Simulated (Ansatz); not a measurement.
# What TaSnO3 (Pm-3m) distorts into, part 2 of 3

Aim: this structure of TaSnO3 (Pm-3m) is to be tested for unstable modes, and one is followed downhill.

Ansatz 0.2.0; DFT PBEsol, scalar-relativistic, plane waves, PAW; PAW set soft_1.

So far, highest frequency on the path or at a solved wavevector (cm⁻¹): step 2 (the dispersion) 787. Also lowest frequency on the path (cm⁻¹): step 2 -57.1.

## 5. Energy along the mode, all amplitudes (two of the runs are shown above)

An imaginary frequency means negative curvature, so the energy should fall and then rise again as anharmonic terms take over.

This step gave:

- depth at the lowest point sampled: 1.565 meV/atom
- largest atomic shift at that point: 0.22 Å

Energy from the parent against largest atomic shift:

```
largest atomic shift (Å)  energy from the parent (meV/atom)
                   0.000                                  0
                   0.040                             -0.117
                   0.080                             -0.449
                   0.140                              -1.20
                   0.220                              -1.56
                   0.320                               5.59
```

Displacement at unit largest shift by atom:

```
atom   x (Å)   y (Å)   z (Å)   size
 Ta1   0.257  -0.257  -0.257  0.445
 Sn2  -0.577   0.577   0.577  0.999
  O3   0.330  -0.525  -0.525  0.812
  O4   0.525  -0.330  -0.525  0.812
  O5   0.525  -0.525  -0.330  0.812
```

The lowest of the steps tried is at 0.22 Å, 1.56 meV/atom below the parent; the bottom of the well need not coincide with a step.

## 6. Relaxing from the distorted cell

Starting from the lowest point found, all atoms and the cell are let go, so that strain and other modes of the same symmetry can join in.

File input.yaml:

```yaml
crystal:
  lattice:
    - [4.0241795564, 0.0, 0.0]
    - [0.0, 4.0241795564, 0.0]
    - [0.0, 0.0, 4.0241795564]
  atoms:
    - { symbol: Ta, position: [0.5140341998, 0.4859658002, 0.4859658002] }
    - { symbol: Sn, position: [-0.0315634671, 0.0315634671, 0.0315634671] }
    - { symbol: O, position: [0.018059772, 0.4712950124, 0.4712950124] }
    - { symbol: O, position: [0.5287049876, -0.018059772, 0.4712950124] }
    - { symbol: O, position: [0.5287049876, 0.4712950124, -0.018059772] }
kpoints:
  mp_grid: { grid: [12, 12, 12] }
hamiltonian:
  xc: pbesol
  pseudopotentials: { kind: paw, azcp: { folder: soft_1 }, xc_functional: pbe }
scf:
  occupations: { method: methfessel_paxton, width: 0.2 }
output:
  forces: true
  stress: true
  eigenvalues: true
  write_density: true
  write_potential: true
  elf: true
  volumetric_format: npy
relax:
  adjacent_minimum: "off"
  f_tol: 0.002
  max_steps: 120
  cell: { stress_tol: 0.03 }
```

On the command line:

```bash
> ansatz run input.yaml --threads 4 --pin off --max-ram 10240MiB --backend cpu --events-out ev --progress --plain --runs-dir out
```

Numbers of over 12 decimals in the logs are rounded to 6 here.

The log of the run:

```text
[...]
Crystal: 5 atoms, lattice volume = 65.168 Å³
Basis set: ecut = 420 eV, 1309 PW (Γ), exchange–correlation on 54×54×54 points (8 copies of the dense FFT grid, shifted against one another)
Bands: 28, of which v1, the nominal top of the filled ones, is band 23 counted from 1 (22 counted from 0)
Symmetry: 6 space group operations
[...]
k-points: 189 of 1728 (time reversal used)
[...]
SCF iter   1: F=—  HF=-17442.470667 eV  |F-HF|=—  |Δ(HF+E_count)|=         —  Δρ=4.83e-2  dr2=1.36e0  ethr=3.10e-3  ⟨swp⟩=5.3  Hψ=21917  notcnv=0
[...]
SCF iter   9: F=-17442.236994 eV  HF=-17442.236994 eV  |F-HF|=2.22e-8  |Δ(HF+E_count)|=   2.41e-8  S|Δr|=    0.00e0  Δρ=7.52e-6  dr2=5.77e-8  ethr=2.22e-10  ⟨swp⟩=11.5  Hψ=40104  notcnv=0
SCF 1 converged in 9 iterations: F = -17442.236994 eV  dr2 = 5.77e-8
[...]
relax step   1: F+E_penalty+E_count = -17442.23699442 eV  Δ(F+E_penalty+E_count) = +0.000e0 eV  max|allowed force component| = 5.325e-2 eV/Å  Δτ_max = 0.0000 Å  P = +1.912 GPa  Ω = 65.168 Å³  (9 SCF iters, dr2 threshold 1.00e-7 eV, accepted)
Crystal: 5 atoms, lattice volume = 66.008 Å³
[...]
iter 1 solved again at ethr=5.49e-6 eV; its pass at ethr=3.10e-3 eV (dr2=2.47e-3 eV) is discarded
[...]
SCF iter   6: F=-17442.239108 eV  HF=-17442.239108 eV  |F-HF|=9.99e-9  |Δ(HF+E_count)|=   1.95e-8  S|Δr|=    0.00e0  Δρ=8.15e-6  dr2=4.93e-8  ethr=1.11e-9  ⟨swp⟩=9.7  Hψ=38125  notcnv=0
SCF 2 converged in 6 iterations: F = -17442.239108 eV  dr2 = 4.93e-8
relax step   2: F+E_penalty+E_count = -17442.23910777 eV  Δ(F+E_penalty+E_count) = -2.113e-3 eV  max|allowed force component| = 1.484e-2 eV/Å  Δτ_max = 0.0114 Å  P = -0.581 GPa  Ω = 66.008 Å³  energy of the carried Pulay correction = -1.812e-3 eV  (6 SCF iters, dr2 threshold 5.00e-7 eV, accepted)
Crystal: 5 atoms, lattice volume = 65.817 Å³
[...]
SCF iter   4: F=-17442.239920 eV  HF=-17442.239920 eV  |F-HF|=7.17e-8  |Δ(HF+E_count)|=   4.77e-7  S|Δr|=    0.00e0  Δρ=2.69e-5  dr2=4.33e-7  ethr=1.11e-9  ⟨swp⟩=10.2  Hψ=41416  notcnv=0
SCF 3 converged in 4 iterations: F = -17442.239920 eV  dr2 = 4.33e-7
relax step   3: F+E_penalty+E_count = -17442.23991979 eV  Δ(F+E_penalty+E_count) = -8.120e-4 eV  max|allowed force component| = 9.733e-3 eV/Å  Δτ_max = 0.0013 Å  P = -0.009 GPa  Ω = 65.817 Å³  energy of the carried Pulay correction = -1.401e-3 eV  (4 SCF iters, dr2 threshold 5.00e-7 eV, accepted)
[...]
relax step   4: F+E_penalty+E_count = -17442.23994876 eV  Δ(F+E_penalty+E_count) = -2.896e-5 eV  max|allowed force component| = 7.784e-3 eV/Å  Δτ_max = 0.0007 Å  P = +0.013 GPa  Ω = 65.812 Å³  energy of the carried Pulay correction = -1.391e-3 eV  (6 SCF iters, dr2 threshold 5.92e-9 eV, accepted)
[...]
relax step   5: F+E_penalty+E_count = -17442.23996489 eV  Δ(F+E_penalty+E_count) = -1.614e-5 eV  max|allowed force component| = 5.169e-4 eV/Å  Δτ_max = 0.0031 Å  P = +0.019 GPa  Ω = 65.820 Å³  energy of the carried Pulay correction = -1.408e-3 eV  (6 SCF iters, dr2 threshold 4.79e-9 eV, accepted)
[...]
relax step   6: F+E_penalty+E_count = -17442.24143851 eV  Δ(F+E_penalty+E_count) = -1.474e-3 eV  max|allowed force component| = 5.321e-4 eV/Å  Δτ_max = 0.0000 Å  P = +0.062 GPa  Ω = 65.820 Å³  stress off target by 8.01e-2 GPa  SCF on the basis re-selected at this cell (its energy is not comparable with the rows above)  (7 SCF iters)
[...]
relax step   7: F+E_penalty+E_count = -17442.24139173 eV  Δ(F+E_penalty+E_count) = +4.679e-5 eV  max|allowed force component| = 3.312e-3 eV/Å  Δτ_max = 0.0012 Å  P = -0.009 GPa  Ω = 65.846 Å³  energy of the carried Pulay correction = -5.425e-5 eV  (6 SCF iters, dr2 threshold 1.60e-8 eV, accepted)
[...]
relax step   8: F+E_penalty+E_count = -17442.24139373 eV  Δ(F+E_penalty+E_count) = -2.000e-6 eV  max|allowed force component| = 2.571e-4 eV/Å  Δτ_max = 0.0006 Å  P = -0.000 GPa  Ω = 65.847 Å³  energy of the carried Pulay correction = -5.518e-5 eV  (6 SCF iters, dr2 threshold 6.86e-10 eV, accepted)
[...]
SCF iter   6: F=-17442.241436 eV  HF=-17442.241436 eV  |F-HF|=1.09e-11  |Δ(HF+E_count)|=  3.64e-12  S|Δr|=    0.00e0  Δρ=2.24e-7  dr2=1.55e-11  ethr=1.00e-12  ⟨swp⟩=5.9  Hψ=22815  notcnv=0
SCF 9 converged in 6 iterations: F = -17442.241436 eV  dr2 = 1.55e-11
relax step   9: F+E_penalty+E_count = -17442.24143623 eV  Δ(F+E_penalty+E_count) = -4.251e-5 eV  max|allowed force component| = 2.477e-4 eV/Å  Δτ_max = 0.0000 Å  P = +0.000 GPa  Ω = 65.847 Å³  stress off target by 3.98e-3 GPa  SCF on the basis re-selected at this cell (its energy is not comparable with the rows above)  (6 SCF iters)
[...]
SCF converged after 6 iterations
[...]
Free energy (F): -17442.241436 eV
[...]
Internal energy: -17442.235428 eV  (E = F + TS)
E sigma→0 (E₀):  -17442.239934 eV
Entropy (-TS):   -0.006008 eV (-1.202 meV/atom)
Fermi energy:    13.662998 eV
[...]
--- Forces (eV/Å), atoms counted from 1 ---
  atom   1  Ta     0.00001841    -0.00001841    -0.00001841
  atom   2  Sn    -0.00024613     0.00024613     0.00024613
  atom   3  O      0.00003339    -0.00010096    -0.00010096
  atom   4  O      0.00010096    -0.00003339    -0.00010096
  atom   5  O      0.00010096    -0.00010096    -0.00003339
  max |Σ_I F_I| component: 7.59e-6 eV/Å
--- Stress (GPa, compression-positive) ---
        0.000376      -0.001802      -0.001802
       -0.001802       0.000376       0.001802
       -0.001802       0.001802       0.000376
  P = ⅓ Tr σ = 0.0004 GPa (0.004 kbar)
--- Band table (eV; the first three rows and the last of 189) ---
  k-point 0: bands = [... 19 lower, 9.0694, 9.1323, 9.1323, 12.8851, 12.8903, 12.8903, 16.5540, 16.5540, ... 1 higher]
  k-point 1: bands = [... 19 lower, 8.9365, 9.1033, 9.1232, 12.8925, 13.0496, 13.0750, 16.3165, 16.5636, ... 1 higher]
  k-point 2: bands = [... 19 lower, 8.8598, 9.0756, 9.1331, 12.9134, 13.4837, 13.5485, 15.6654, 16.5804, ... 1 higher]
  k-point 188: bands = [... 19 lower, 9.7255, 9.7255, 9.8457, 16.0510, 16.0510, 16.1514, 17.0112, 17.0112, ... 1 higher]
--- Relaxed structure (7 steps of the walk, 7 accepted, 2 SCFs on fresh bases) ---
  F+E_penalty+E_count = -17442.24143623 eV   max|allowed force component| = 2.477e-4 eV/Å   (the final SCF, on the basis selected at the relaxed cell)
  cell:  # Å, volume = 65.8466 Å³
    - [4.038125, -0.00864739, -0.00864739]
    - [-0.00864739, 4.038125, 0.00864739]
    - [-0.00864739, 0.00864739, 4.038125]
  atoms:
    - { symbol: Ta, position: [0.515454, 0.484546, 0.484546] }
    - { symbol: Sn, position: [-0.033841, 0.033841, 0.033841] }
    - { symbol: O, position: [0.019153, 0.471413, 0.471413] }
    - { symbol: O, position: [0.528587, -0.019153, 0.471413] }
    - { symbol: O, position: [0.528587, 0.471413, -0.019153] }
```

The job ended after 1.9 min (4 threads of Arm Neoverse V1, shared host; peak memory 0.69 GiB; 7.4 min of CPU time).

Step by step:

```
step  energy less that of the first step (eV)  largest force component (eV/Å)  pressure (GPa)  volume (Å³)
   1                                   0.0000                          0.0532            1.91        65.17
   2                                  -0.0021                          0.0148           -0.58        66.01
   3                                  -0.0029                          0.0097           -0.01        65.82
   4                                  -0.0030                          0.0078            0.01        65.81
   5                                  -0.0030                          0.0005            0.02        65.82
  6*                                  -0.0044                          0.0005            0.06        65.82
   7                                  -0.0044                          0.0033           -0.01        65.85
   8                                  -0.0044                          0.0003            0.00        65.85
  9*                                  -0.0044                          0.0002            0.00        65.85
```

Relaxation steps marked * repeat the geometry before them on a plane-wave basis chosen anew for their cell, so energy and pressure can jump there.

The run keeps the 6 symmetry operations that it works with, so distortions that break them were not tested.

```
conventional cell, symmetrised  before  after  change
                         a (Å)   5.691  5.699  +0.1 %
                         b (Å)   5.691  5.699  +0.1 %
                         c (Å)   6.970  7.024  +0.8 %
              volume (Å³/atom)   13.03  13.17  +1.0 %
```

The atoms that moved most (Å, as changes of fractional coordinates times the final cell):

```
atom      dx      dy      dz  length
 Sn2  -0.009   0.009   0.009   0.016
 Ta1   0.006  -0.006  -0.006   0.010
```

The relaxed structure:

```xyz
5
Lattice="4.0381 -0.0086 -0.0086 -0.0086 4.0381 0.0086 -0.0086 0.0086 4.0381" Properties=species:S:1:pos:R:3 pbc="T T T"
Ta    2.0731    1.9564    1.9564
Sn   -0.1372    0.1372    0.1372
O     0.0692    1.9075    1.9075
O     2.1306   -0.0778    1.8989
O     2.1306    1.8989   -0.0778
```

This step gave:

| Quantity | Value |
| --- | --- |
| pressure | 3.76e-4 GPa |
| volume per atom | 13.17 Å³ |

Valence density in the ac plane at fractional y = 0.471, with atoms of Ta and O within 0.2 Å of it. It is the smooth field of the valence electrons, not physical close to the nuclei.

Ten even steps from '_' (0.0 e/Å³) to '@' (7.6 e/Å³), each cell a mean:
```
__________..++@@##--________
__________..--====..________
____________......__________
______________..____________
....______..::--::..________
==--..____::++++++--____..::
@@##::....==++==++==..__::**
@@##--....--**++++==..__::**
==--..____::==++==::____..--
....________::::::..______..
____________________________
____________......__________
__________..--++==::________
__________..**@@##--________
```
Columns run along a (4.0 Å), rows up along c (4.0 Å). Atoms in or near the plane, at fractional coordinates: Ta at (0.52, 0.48), O at (0.02, 0.47), O at (0.53, 0.98).

ELF in the ac plane at fractional y = 0.471, with atoms of Ta and O within 0.2 Å of it. It is the smooth field of the valence electrons, not physical close to the nuclei.

Values, 14 rows by 14 columns, each cell a mean:
```
0.04 0.04 0.06 0.19 0.60 0.79 0.71 0.49 0.61 0.78 0.68 0.37 0.09 0.05
0.04 0.04 0.05 0.14 0.49 0.74 0.81 0.77 0.79 0.79 0.59 0.27 0.07 0.05
0.14 0.13 0.09 0.09 0.23 0.42 0.57 0.62 0.60 0.52 0.30 0.13 0.08 0.11
0.45 0.42 0.25 0.13 0.11 0.16 0.23 0.26 0.24 0.19 0.13 0.11 0.21 0.36
0.77 0.76 0.60 0.29 0.15 0.38 0.61 0.64 0.60 0.43 0.15 0.20 0.56 0.73
0.77 0.79 0.76 0.40 0.26 0.64 0.72 0.62 0.72 0.70 0.28 0.29 0.74 0.81
0.45 0.62 0.80 0.47 0.34 0.70 0.46 0.13 0.45 0.73 0.37 0.36 0.80 0.71
0.40 0.59 0.79 0.48 0.33 0.69 0.51 0.21 0.51 0.73 0.35 0.36 0.80 0.69
0.73 0.77 0.76 0.43 0.23 0.59 0.74 0.70 0.74 0.65 0.23 0.31 0.75 0.79
0.77 0.76 0.62 0.31 0.14 0.30 0.52 0.56 0.50 0.33 0.13 0.22 0.58 0.74
0.48 0.44 0.27 0.14 0.12 0.17 0.24 0.26 0.25 0.21 0.14 0.11 0.23 0.38
0.17 0.15 0.10 0.09 0.24 0.47 0.64 0.69 0.67 0.58 0.32 0.13 0.09 0.13
0.06 0.05 0.05 0.13 0.49 0.75 0.80 0.74 0.77 0.79 0.59 0.26 0.07 0.05
0.04 0.04 0.06 0.18 0.60 0.79 0.70 0.45 0.58 0.77 0.68 0.36 0.09 0.05
```
Columns run along a (4.0 Å), rows up along c (4.0 Å). Atoms in or near the plane, at fractional coordinates: Ta at (0.52, 0.48), O at (0.02, 0.47), O at (0.53, 0.98).

Electrostatic potential energy in the ac plane at fractional y = 0.471, with atoms of Ta and O within 0.2 Å of it. With pseudopotentials it is smooth inside the atoms' cores, unlike the true potential.

Ten even steps from '0' (-48 eV) to '9' (16 eV), each cell a mean:
```
99999732249999
99999853469999
99999987789999
99999876789999
88997633357898
44786310036885
12575200015853
12575200015853
34786410136875
78998643468998
99999877789999
99999987789999
99999843469999
99999731249999
```
Columns run along a (4.0 Å; values clipped at the 3rd and 97th percentile), rows up along c (4.0 Å). Atoms in or near the plane, at fractional coordinates: Ta at (0.52, 0.48), O at (0.02, 0.47), O at (0.53, 0.98).

The distorted start has space group R3m; the relaxation ends in R3m.

## 7. The new phase in its own primitive cell

The relaxed structure is symmetrised, reduced to its primitive cell and relaxed tightly, as its phonons need.

File input.yaml:

```yaml
crystal:
  lattice:
    - [2.8492708392, 1.645027286, 2.3413976198]
    - [-2.8492708392, 1.645027286, 2.3413976198]
    - [0.0, -3.290054572, 2.3413976198]
  atoms:
    - { symbol: Ta, position: [0.5154544736, 0.5154544736, 0.5154544736] }
    - { symbol: Sn, position: [0.9661594561, 0.9661594561, 0.9661594561] }
    - { symbol: O, position: [0.5285866961, 0.5285866961, 0.019153158] }
    - { symbol: O, position: [0.019153158, 0.5285866961, 0.5285866961] }
    - { symbol: O, position: [0.5285866961, 0.019153158, 0.5285866961] }
kpoints:
  mp_grid: { grid: [9, 9, 9] }
hamiltonian:
  xc: pbesol
  pseudopotentials: { kind: paw, azcp: { folder: soft_1 }, xc_functional: pbe }
scf:
  occupations: { method: methfessel_paxton, width: 0.2 }
output:
  forces: true
  stress: true
  eigenvalues: true
relax:
  adjacent_minimum: "off"
  f_tol: 0.001
  max_steps: 60
  cell: { stress_tol: 0.01 }
```

The log of the run:

```text
[...]
Crystal: 5 atoms, lattice volume = 65.847 Å³
Basis set: ecut = 420 eV, 1309 PW (Γ), exchange–correlation on 54×54×54 points (8 copies of the dense FFT grid, shifted against one another)
Bands: 28, of which v1, the nominal top of the filled ones, is band 23 counted from 1 (22 counted from 0)
Symmetry: 6 space group operations
[...]
k-points: 85 of 729 (time reversal used)
[...]
cell:  # Å, volume = 65.5700 Å³
    - [2.862007, 1.652380, 2.310858]
    - [-2.862007, 1.652380, 2.310858]
    - [0, -3.304760, 2.310858]
  atoms:
    - { symbol: Ta, position: [0.514138, 0.514138, 0.514138] }
    - { symbol: Sn, position: [0.975247, 0.975247, 0.975247] }
    - { symbol: O, position: [0.525409, 0.525409, 0.017738] }
    - { symbol: O, position: [0.017738, 0.525409, 0.525409] }
    - { symbol: O, position: [0.525409, 0.017738, 0.525409] }
[key lines of the parts left out:]
SCF converged after 9 iterations
Free energy (F): -17442.250253 eV
Fermi energy:    13.728431 eV
P = ⅓ Tr σ = -0.0001 GPa (-0.001 kbar)
```

Elapsed: 63 s, on 4 threads; peak memory 0.54 GiB; 4.1 min of CPU time.

Relaxation path:

```csv
step,energy less that of the first step (eV),largest force component (eV/Å),pressure (GPa),volume (Å³)
1,0.0000,0.0687,-0.05,65.85
2,-0.0012,0.0349,0.00,65.75
3,-0.0023,0.0692,-0.01,65.67
4,-0.0031,0.0512,0.07,65.58
5,-0.0031,0.0171,-0.10,65.61
6,-0.0032,0.0068,0.08,65.55
7,-0.0032,0.0007,0.00,65.58
8*,-0.0027,0.0008,-0.01,65.58
9,-0.0028,0.0009,0.00,65.57
10*,-0.0028,0.0009,0.00,65.57
11,-0.0028,0.0004,0.00,65.57
12*,-0.0028,0.0004,0.00,65.57
```

Relaxation steps marked * repeat the geometry before them on a plane-wave basis chosen anew for their cell, so energy and pressure can jump there.

Forces are held to the 6 operations that the run works with; a distortion that breaks them can't arise in this run.

| conventional cell, symmetrised | before | after | change |
| --- | --- | --- | --- |
| a (Å) | 5.699 | 5.724 | +0.4 % |
| b (Å) | 5.699 | 5.724 | +0.4 % |
| c (Å) | 7.024 | 6.933 | -1.3 % |
| volume (Å³/atom) | 13.17 | 13.11 | -0.4 % |

The atoms that moved most (Å, as changes of fractional coordinates times the final cell):

```
atom      dx      dy      dz  length
 Sn2   0.000   0.000   0.063   0.063
  O4   0.005   0.003  -0.018   0.019
  O5  -0.005   0.003  -0.018   0.019
  O3   0.000  -0.006  -0.018   0.019
 Ta1   0.000   0.000  -0.009   0.009
```

The relaxed structure:

```xyz
5
Lattice="2.8620 1.6524 2.3109 -2.8620 1.6524 2.3109 0.0000 -3.3048 2.3109" Properties=species:S:1:pos:R:3 pbc="T T T"
Ta    0.0000    0.0000    3.5643
Sn    0.0000    0.0000    6.7610
O     0.0000    1.6777    2.4693
O    -1.4530   -0.8389    2.4693
O     1.4530   -0.8389    2.4693
```

This step gave:

```
pressure        : -5.37e-5 GPa
volume per atom : 13.11 Å³
```

The largest force component left is 0.45 meV/Å and the pressure is 0.000 GPa, within the tolerances set. The cell now holds 13.11 Å³/atom.

(Continued in part 3 of 3.)

[Logs are printed without paths, hosts, clocks, repeated set-up lines and the standing remarks that a program may print on its own settings, such as how far it seeks lower states.]

[Hosts, paths, dates, database ids (printed as entryN), source tags and the programs' standing remarks are cut or masked in the printed files.]
